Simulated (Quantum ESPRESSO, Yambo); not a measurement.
## In2O3 (R-3c): G0W0 in Yambo against the screening cutoff

How does the gap of In2O3 (R-3c) converge in the screening cutoff?

Program: Yambo 5.3.0. Level of theory: LDA and many-body steps on it, plane waves. Results are calculated unless marked as measured.

### Step 1. Set-up

The structure is trigonal, space group R-3c (No. 167). Conventional cell: a = 5.487 Å, b = 5.487 Å, c = 14.510 Å, α = 90.00°, β = 90.00°, γ = 120.00°. Nearest to In lie 6 O at 2.12 to 2.26 Å. Nearest to O lie 4 In at 2.12 to 2.26 Å. Farther neighbours and most contacts between anions are not listed.

Coordinates:

```xyz
10
Lattice="2.7435 1.5840 4.8367 -2.7435 1.5840 4.8367 0.0000 -3.1679 4.8367" Properties=species:S:1:pos:R:3 pbc="T T T"
In    0.0000    0.0000    5.1846
In    0.0000    0.0000    2.0704
In    0.0000    0.0000    9.3254
In    0.0000    0.0000   12.4396
O    -1.1084    1.5840    8.4642
O    -0.8176   -1.7519    8.4642
O     1.9259    0.1679    8.4642
O     1.1084   -1.5840    6.0458
O     0.8176    1.7519    6.0458
O    -1.9259   -0.1679    6.0458
```

The cell and positions come from the Crystallography Open Database and are kept as given unless a step says otherwise. This is not the form that In2O3 usually takes at ambient conditions.

### Step 2. 1.5 Ha

This step: Yambo 5.3.0; G0W0 on LDA, plane waves, norm-conserving pseudopotentials.

Now the one-shot GW correction: screening in the RPA, then the self-energy of the levels asked for.

gw7.in

```
HF_and_locXC
gw0
dyson
ppa
em1d
rim_cut
RandQpts= 1000000
RandGvec= 1 RL
EXXRLvcs= 80 Ry
VXCRLvcs= 320 Ry
Chimod= "HARTREE"
% BndsRnXp
 1 | 121 |
%
NGsBlkXp= 3 Ry
% LongDrXp
 1 | 1 | 1 |
%
% GbndRnge
 1 | 121 |
%
DysSolver= "n"
ExtendOut
PPAPntXp= 27.21138 eV
% QPkrange
 2 | 2 | 59 | 62 |
 1 | 1 | 59 | 62 |
%
```

On the command line:

```bash
$ OMP_NUM_THREADS=2 mpirun -n 4 yambo -F gw7.in -J gw7 -C gw7 > gw7.log
```

Log:

```text
 Yambo, version 5.3.0

 [02] CORE Variables Setup
 =========================

  [... cell, symmetries and grids as in the set-up ...]

  [02.05] Energies & Occupations
  ==============================

  [X] === General ===
  [X] Electronic Temperature                        :  0.000000  0.000000 [eV K]
  [X] Bosonic    Temperature                        :  0.000000  0.000000 [eV K]
  [X] Finite Temperature mode                       : no
  [X] El. density                                   :  0.95156E+24 [cm-3]
  [X] Fermi Level                                   :  10.70078 [eV]

  [X] === Gaps and Widths ===
  [X] Conduction Band Min                           :  1.205638 [eV]
  [X] Valence Band Max                              :  0.000000 [eV]
  [X] Filled Bands                                  :   60
  [X] Empty Bands                                   :   61  304
  [X] Direct Gap                                    :  1.253660 [eV]
  [X] Direct Gap localized at k                     :  1
  [X] Indirect Gap                                  :  1.205638 [eV]
  [X] Indirect Gap between kpts                     :  2  1
  [X] Last valence band width                       :  0.190263 [eV]
  [X] 1st conduction band width                     :  4.259408 [eV]

 [03] Transferred momenta grid and indexing
 ==========================================

 IBZ Q-points                                      :  14
 BZ  Q-points                                      :   64

 K/Q-points units:
 rlu = crystal or reduced units; cc = cartesian coordinates; iku = interal k-units

 Q [ 1]         [rlu]:  0.000000  0.000000  0.000000
 Q [ 2]         [rlu]:  0.24296E-16  0.24296E-16  0.25000
 Q [ 3]         [rlu]: -0.10915E-15 -0.10915E-15 -0.50000
 Q [ 4]         [rlu]:  0.66263E-16  0.25000      0.25000
 Q [ 5]         [rlu]: -0.28042E-16  0.25000      0.50000
 Q [ 6]         [rlu]: -0.30640E-16  0.25000     -0.25000
 Q [ 7]         [rlu]:  0.84487E-16 -0.50000     -0.50000
 Q [ 8]         [rlu]:  0.250000  0.250000  0.250000
 Q [ 9]         [rlu]:  0.250000  0.250000  0.500000
 Q [10]         [rlu]:  0.250000  0.250000 -0.250000
 Q [11]         [rlu]:  0.250000  0.500000  0.500000
 Q [12]         [rlu]:  0.250000  0.500000  0.750000
 Q [13]         [rlu]: -0.500000 -0.500000 -0.500000
 Q [14]         [rlu]: -0.25000      0.28042E-16 -0.50000

 [04] Coloumb potential Random Integration (RIM)
 ===============================================

  [04.01] RIM initialization
  ==========================

  * Diagonal components only detected *

  8 x (sBL volume)        :  0.036434 [a.u.]
  sBZ random points       :  1000000
  Points outside the sBZ  :   7968061
  RL volume               :  0.291472 [a.u.]
  Integrated volume       :  0.292640 [a.u.]

  [04.02] RIM integrals
  =====================

  Gamma point sphere radius             :  0.060134 [a.u.]
  Points outside the sphere             :   800578
  [Int_sBZ(q=0) 1/q^2]*(Vol_sBZ)^(-1/3) =:  7.773960
                                 should be <:  7.795600

  Summary of Coulomb integrals for non-metallic bands |Q|[au] RIM/Bare

  Q [1] 0.100000E-4 0.997224 * Q [8] 0.171860 1.050492
  Q [2] 0.184068 1.076153 * Q [4] 0.209108 1.069072
  Q [9] 0.288284 1.028846 * Q [6] 0.302981 1.031278
  Q [11] 0.335624 1.021607 * Q [13] 0.343720 1.016914
  Q [14] 0.348330 1.023015 * Q [5] 0.348330 1.024215
  Q [10] 0.354512 1.023735 * Q [3] 0.368136 1.021084
  Q [7] 0.418217 1.017025 * Q [12] 0.458193 1.014118

 [WARNING] [Xp] User bands 1-121 break level degeneracy

 [05] Dipoles
 ============

  [05.01] Setup: observables and procedures
  =========================================

  [WARNING] [x,Vnl] slows the Dipoles computation. To neglect it rename the ns.kb_pp file

 [06] Dynamic Dielectric Matrix (PPA)
 ====================================

 [WR./gw7//ndb.pp]---------------------------------------------------------------
  Brillouin Zone Q/K grids (IBZ/BZ)                :   14   64   14   64
  RL vectors                                       :  12255 [WF]
  Coulomb cutoff potential                         : none
  Electronic Temperature                           :  0.000000 [K]
  Bosonic    Temperature                           :  0.000000 [K]
  PPA    diel. fun.  energies                      : Slater exchange(X)+Perdew & Wang(C)
  wavefunctions                                    : Slater exchange(X)+Perdew & Wang(C)
  Global Gauge                                     : length
  X matrix size                                    :   71
  X band range                                     :    1  121
  X e/h energy range                               : -1.000000 -1.000000 [eV]
  X Time ordering                                  : R
  X Hxc Kernel                                     : HARTREE
  X Drude frequency                                :  0.000000  0.000000
  X poles                                          :  100.0000 [o/o]
  RL vectors in the sum                            :  12255
  [r,Vnl] included                                 : yes
  Field direction                                  :  0.577350E-5  0.577350E-5  0.577350E-5
  BZ energy Double Grid                            : no
  BZ energy DbGd points                            : 0
  BZ Q point size factor                           : -1.000000
  X Optical Averaged directions                    : none

 [07] Local Exchange-Correlation + Non-Local Fock
 ================================================

 [VXC] Plane waves :   82163
 [EXS] Plane waves :  10293

 QP @ state[ 1 ] K range:  1  2
 QP @ state[ 1 ] b range:   59   62

 [xc] Functional : Slater exchange(X)+Perdew & Wang(C)
 [xc] LIBXC used to calculate xc functional
  PP Number of Atomic Species                      :  2
  NLCC RL compoments                               :   82163
  PP Number of Atomic Species                      :  2
  NLCC RL compoments                               :   82163

 [xc] E_xc :  -85.95239 [Ha]
      E_xc :  -171.9048 [Ry]

  Local XC kind (lXC) : Slater exchange(X)+Perdew & Wang(C)
  Non-Local XC kind (nlXC) : Hartree-Fock

  Corrections @ K [1] :  [eV]
 <59|nlXC|59> = -26.00285 -0.38736E-17 <59|lXC|59> = -20.93320 -0.70806E-16
 <60|nlXC|60> = -26.00285 -0.17000E-16 <60|lXC|60> = -20.93320  0.000000
 <61|nlXC|61> = -11.26506  0.11034E-17 <61|lXC|61> = -15.06727 -0.18882E-15
 <62|nlXC|62> = -8.381807 -0.63821E-18 <62|lXC|62> = -13.71212  0.000000

  Corrections @ K [2] :  [eV]
 <59|nlXC|59> = -25.42791  0.43032E-17 <59|lXC|59> = -20.06624 -0.23602E-15
 <60|nlXC|60> = -25.60187  0.18029E-17 <60|lXC|60> = -20.26663 -0.94408E-16
 <61|nlXC|61> = -13.25494  0.28418E-17 <61|lXC|61> = -16.80525  0.000000
 <62|nlXC|62> = -11.23868 -0.70345E-20 <62|lXC|62> = -16.82032 -0.18882E-15

 [08] Dyson equation: Newton solver
 ==================================

  [08.01] G0W0 (W PPA)
  ====================

  [  GW  ] Bands range     :    1  121
  [GW/PPA] G damping       :  0.100000 [eV]

  QP @ state[ 1 ] K range:  1  2
  QP @ state[ 1 ] b range:   59   62

   Sc/G bands                                       :    1  121
   Sc/G damping                                     :  0.100000 ev
   Sc bands terminator                              : no
   Sx RL components                                 :  10293

   QP @ state[ 1 ] K range                          :  1  2
   QP @ state[ 1 ] b range                          :   59   62
   GF energies kind                                 : Slater exchange(X)+Perdew & Wang(C)
   GF WF`s kind                                     : Slater exchange(X)+Perdew & Wang(C)
   Xs energies kind                                 : Slater exchange(X)+Perdew & Wang(C)
   Xs WF`s kind                                     : Slater exchange(X)+Perdew & Wang(C)

 [11] Game Over & Game summary
```

Elapsed: 5.1 min, on 4 MPI ranks of Arm Neoverse V2, shared host; peak memory 9.5 GiB.

Numbers from this step:

- G0W0 gap on the points computed: 2.707 eV
- starting gap on the mesh: 1.206 eV
- k of the valence top: 0, 0, 0.25
- k of the conduction bottom: 0, 0, 0
- least direct G0W0 gap on the computed points: 2.716 eV
- Z at the valence top: 0.7881
- Z at the conduction bottom: 0.8443

The gap on the mesh goes from 1.21 eV to 2.71 eV, a correction of +1.50 eV.

### Step 3. 2.25 Ha

gw8.in, as its differences from gw7.in of step 2:

```diff
@@ -14,3 +14,3 @@
 %
-NGsBlkXp= 3 Ry
+NGsBlkXp= 4.5 Ry
 % LongDrXp
```

On the command line:

```bash
$ OMP_NUM_THREADS=2 mpirun -n 4 yambo -F gw8.in -J gw8 -C gw8 > gw8.log
```

Log:

```text
 Yambo, version 5.3.0

 [02] CORE Variables Setup
 =========================

  [... cell, symmetries and grids as in the set-up ...]

  [02.05] Energies & Occupations
  ==============================

  [X] === General ===
  [X] Electronic Temperature                        :  0.000000  0.000000 [eV K]
  [X] Bosonic    Temperature                        :  0.000000  0.000000 [eV K]
  [X] Finite Temperature mode                       : no
  [X] El. density                                   :  0.95156E+24 [cm-3]
  [X] Fermi Level                                   :  10.70078 [eV]

  [X] === Gaps and Widths ===
  [X] Conduction Band Min                           :  1.205638 [eV]
  [X] Valence Band Max                              :  0.000000 [eV]
  [X] Filled Bands                                  :   60
  [X] Empty Bands                                   :   61  304
  [X] Direct Gap                                    :  1.253660 [eV]
  [X] Direct Gap localized at k                     :  1
  [X] Indirect Gap                                  :  1.205638 [eV]
  [X] Indirect Gap between kpts                     :  2  1
  [X] Last valence band width                       :  0.190263 [eV]
  [X] 1st conduction band width                     :  4.259408 [eV]

 [03] Transferred momenta grid and indexing
 ==========================================

 IBZ Q-points                                      :  14
 BZ  Q-points                                      :   64

 K/Q-points units:
 rlu = crystal or reduced units; cc = cartesian coordinates; iku = interal k-units

 Q [ 1]         [rlu]:  0.000000  0.000000  0.000000
 Q [ 2]         [rlu]:  0.24296E-16  0.24296E-16  0.25000
 Q [ 3]         [rlu]: -0.10915E-15 -0.10915E-15 -0.50000
[...]
[VXC] Plane waves :   82163
 [EXS] Plane waves :  10293

 QP @ state[ 1 ] K range:  1  2
 QP @ state[ 1 ] b range:   59   62

 [xc] Functional : Slater exchange(X)+Perdew & Wang(C)
 [xc] LIBXC used to calculate xc functional
  PP Number of Atomic Species                      :  2
  NLCC RL compoments                               :   82163
  PP Number of Atomic Species                      :  2
  NLCC RL compoments                               :   82163

 [xc] E_xc :  -85.95239 [Ha]
      E_xc :  -171.9048 [Ry]

  Local XC kind (lXC) : Slater exchange(X)+Perdew & Wang(C)
  Non-Local XC kind (nlXC) : Hartree-Fock

  Corrections @ K [1] :  [eV]
 <59|nlXC|59> = -26.00285 -0.38736E-17 <59|lXC|59> = -20.93320 -0.70806E-16
 <60|nlXC|60> = -26.00285 -0.17000E-16 <60|lXC|60> = -20.93320  0.000000
 <61|nlXC|61> = -11.26506  0.11034E-17 <61|lXC|61> = -15.06727 -0.18882E-15
[...]
Corrections @ K [2] :  [eV]
[...]
<61|nlXC|61> = -13.25494  0.28418E-17 <61|lXC|61> = -16.80525  0.000000
 <62|nlXC|62> = -11.23868 -0.70345E-20 <62|lXC|62> = -16.82032 -0.18882E-15

 [08] Dyson equation: Newton solver
 ==================================

  [08.01] G0W0 (W PPA)
  ====================

  [  GW  ] Bands range     :    1  121
  [GW/PPA] G damping       :  0.100000 [eV]

  QP @ state[ 1 ] K range:  1  2
  QP @ state[ 1 ] b range:   59   62

   Sc/G bands                                       :    1  121
   Sc/G damping                                     :  0.100000 ev
   Sc bands terminator                              : no
   Sx RL components                                 :  10293

   QP @ state[ 1 ] K range                          :  1  2
   QP @ state[ 1 ] b range                          :   59   62
   GF energies kind                                 : Slater exchange(X)+Perdew & Wang(C)
   GF WF`s kind                                     : Slater exchange(X)+Perdew & Wang(C)
   Xs energies kind                                 : Slater exchange(X)+Perdew & Wang(C)
   Xs WF`s kind                                     : Slater exchange(X)+Perdew & Wang(C)

 [11] Game Over & Game summary
```

Wall time 5.3 min (4 MPI ranks); peak memory 9.5 GiB.

Numbers from this step:

```
G0W0 gap on the points computed              : 2.666 eV
starting gap on the mesh                     : 1.206 eV
k of the valence top                         : 0, 0, 0.25
k of the conduction bottom                   : 0, 0, 0
least direct G0W0 gap on the computed points : 2.685 eV
Z at the valence top                         : 0.7805
Z at the conduction bottom                   : 0.8414
```

Against the run before, the gap moves by −0.041 eV.

### Step 4. 4.5 Ha

gw9.in, as its differences from gw8.in of step 3:

```diff
@@ -14,3 +14,3 @@
 %
-NGsBlkXp= 4.5 Ry
+NGsBlkXp= 9 Ry
 % LongDrXp
```

On the command line:

```bash
$ OMP_NUM_THREADS=2 mpirun -n 4 yambo -F gw9.in -J gw9 -C gw9 > gw9.log
```

Log:

```text
 Yambo, version 5.3.0

 [02] CORE Variables Setup
 =========================

  [... cell, symmetries and grids as in the set-up ...]

  [02.05] Energies & Occupations
  ==============================

  [X] === General ===
  [X] Electronic Temperature                        :  0.000000  0.000000 [eV K]
  [X] Bosonic    Temperature                        :  0.000000  0.000000 [eV K]
  [X] Finite Temperature mode                       : no
  [X] El. density                                   :  0.95156E+24 [cm-3]
[...]
Sc/G damping                                     :  0.100000 ev
   Sc bands terminator                              : no
   Sx RL components                                 :  10293

   QP @ state[ 1 ] K range                          :  1  2
   QP @ state[ 1 ] b range                          :   59   62
   GF energies kind                                 : Slater exchange(X)+Perdew & Wang(C)
   GF WF`s kind                                     : Slater exchange(X)+Perdew & Wang(C)
   Xs energies kind                                 : Slater exchange(X)+Perdew & Wang(C)
   Xs WF`s kind                                     : Slater exchange(X)+Perdew & Wang(C)

 [11] Game Over & Game summary
```

Run time: 7.8 min. Hardware: 4 MPI ranks; peak memory 9.5 GiB; 55 min of CPU time.

Numbers from this step:

```yaml
g0w0_gap_on_the_points_computed: 2.726 eV
starting_gap_on_the_mesh: 1.206 eV
k_of_the_valence_top: 0, 0, 0.25
k_of_the_conduction_bottom: 0, 0, 0
least_direct_g0w0_gap_on_the_computed_points: 2.763 eV
```

Against the run before, the gap moves by +0.060 eV.

### Step 5. 5.5 Ha

gw10.in, as its differences from gw9.in of step 4:

```diff
@@ -14,3 +14,3 @@
 %
-NGsBlkXp= 9 Ry
+NGsBlkXp= 11 Ry
 % LongDrXp
```

On the command line:

```bash
$ OMP_NUM_THREADS=2 mpirun -n 4 yambo -F gw10.in -J gw10 -C gw10 > gw10.log
```

Log:

```text
 Yambo, version 5.3.0

 [02] CORE Variables Setup
 =========================

  [... cell, symmetries and grids as in the set-up ...]

  [02.05] Energies & Occupations
  ==============================

  [X] === General ===
  [X] Electronic Temperature                        :  0.000000  0.000000 [eV K]
  [X] Bosonic    Temperature                        :  0.000000  0.000000 [eV K]
  [X] Finite Temperature mode                       : no
  [X] El. density                                   :  0.95156E+24 [cm-3]
[...]
Sc/G damping                                     :  0.100000 ev
   Sc bands terminator                              : no
   Sx RL components                                 :  10293

   QP @ state[ 1 ] K range                          :  1  2
   QP @ state[ 1 ] b range                          :   59   62
   GF energies kind                                 : Slater exchange(X)+Perdew & Wang(C)
   GF WF`s kind                                     : Slater exchange(X)+Perdew & Wang(C)
   Xs energies kind                                 : Slater exchange(X)+Perdew & Wang(C)
   Xs WF`s kind                                     : Slater exchange(X)+Perdew & Wang(C)

 [11] Game Over & Game summary
```

Elapsed: 11 min, on 4 MPI ranks; peak memory 9.5 GiB.

This step gave:

| Item | Value |
| --- | --- |
| G0W0 gap on the points computed | 2.736 eV |
| starting gap on the mesh | 1.206 eV |
| k of the valence top | 0, 0, 0.25 |
| k of the conduction bottom | 0, 0, 0 |
| least direct G0W0 gap on the computed points | 2.777 eV |

Against the run before, the gap moves by +0.010 eV.

### Step 6. Side by side

Times are wall times on 4 MPI ranks of Arm Neoverse V2, shared host, good to a factor of about two.

```csv
run,mesh,bands,screening cutoff (eV),DFT gap (eV),gap on the mesh (eV),direct (eV),time
1.5 Ha,4×4×4,121,40.8,1.206,2.707,2.716,5.1 min
2.25 Ha,4×4×4,121,61.2,1.206,2.666,2.685,5.3 min
4.5 Ha,4×4×4,121,122.5,1.206,2.726,2.763,7.8 min
5.5 Ha,4×4×4,121,149.7,1.206,2.736,2.777,11 min
```

### Step 7. Outcome

* 1.5 Ha: 2.707 eV
* 2.25 Ha: 2.666 eV
* 4.5 Ha: 2.726 eV
* 5.5 Ha: 2.736 eV
* known limits: not at the basis limit; no spin-orbit coupling

In words: The setting moved: screening cutoff. From 1.5 Ha to 5.5 Ha the gap moves by +0.03 eV, for 2.1 times the time, not steadily: it passes through 2.67 eV. The last step still moves it by +0.010 eV. Bands and screening cutoff are coupled, so a series along one setting does not show full convergence. Bands and cutoff are finite, so the gap is not at the basis limit. The miss can reach some tenths of an eV and take either sign; the mesh is an error of its own. In the G0W0 runs levels were corrected at 2 k points alone, so a gap called «on the mesh» is the least over those, and an edge elsewhere would be missed. The many-body steps are scalar-relativistic: spin-orbit coupling is not in them.

[Paths, hosts, dates, memory and timing lines, banners, echoed tables and standing remarks are left out of the program output.]

[Logs are printed without paths, hosts, clocks, repeated set-up lines and the standing remarks that a program may print on its own settings, such as how far it seeks lower states.]

[Runs of the session that timed out or met a known fault of the program may be left out.]

[Hosts, paths, dates, database ids (printed as entryN), source tags and the programs' standing remarks are cut or masked in the printed files.]
